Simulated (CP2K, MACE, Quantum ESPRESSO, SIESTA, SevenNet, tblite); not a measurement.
# Bulk modulus two ways: amorphous Si0.7Ge0.3 (77 atoms), QE, PBE

The cell holds 77 atoms (54 Si and 23 Ge). Recipe: 77 atoms (54 Si, 23 Ge) placed at random at 3.2 g/cm³, melted at 3500 K for 10 ps at fixed volume with the Tersoff potential (Tersoff, Phys. Rev. B 39, 5566 (1989)). Quenched from 3500 K to 500 K at 20 K/ps and fixed volume, annealed at 1200 K for 50 ps, held 5 ps, then minimised at fixed cell. Then the atoms were relaxed with MACE MPA-0 medium in the fixed cell.

Calculated with Quantum ESPRESSO 7.5: PBE; plane waves, SSSP efficiency, 45/360 Ry; k-points Γ. The cell is scaled evenly by ±3 % in volume, and MACE MPA-0 medium relaxes the atoms at each volume before the single point.

```
volume (Å³/atom)  energy less the middle row's (meV/atom)  pressure (GPa)
          20.834                                    3.166           1.643
          21.478                                    0.000          -0.315
          22.123                                    4.612          -1.775
```

**Question.** Find the bulk modulus at the middle volume from the pressures and from the energies, and check the printed pressure against the slope of the energy (1 meV/Å³ = 0.16022 GPa).

**Working.**

The step is h = 0.6444 Å³. From pressures: B = −V dP/dV = 21.478 × (1.643 − (-1.775)) / (2 × 0.6444) = 57.0 GPa.

From energies: B = V d²E/dV² = 21.478 × (3.166 + (4.612)) / 0.6444² = 402.3 meV/Å³ = 64.5 GPa.

Slope: P = −dE/dV = −(4.612 − (3.166)) / (2 × 0.6444) = -1.12 meV/Å³ = -0.18 GPa, against -0.31 GPa printed.

The modulus from energies lies 13 % over that from pressures.

A central difference over ±3 % overstates P by about B(1 + B′)(0.03)²/6, some 0.04 GPa for B′ = 4. The atoms follow MACE MPA-0 medium, so this level's forces do work along the path, which enters the energies but not the printed pressures. A stress printed at a finite cutoff holds the number of plane waves fixed and tends to come out low, which is the sign found here.

Limits: three points, a static cell at zero temperature, the cell shape held.

[Logs are printed without paths, hosts, clocks, repeated set-up lines and the standing remarks that a program may print on its own settings, such as how far it seeks lower states.]

[Hosts, paths, dates, database ids (printed as entryN), source tags and the programs' standing remarks are cut or masked in the printed files.]
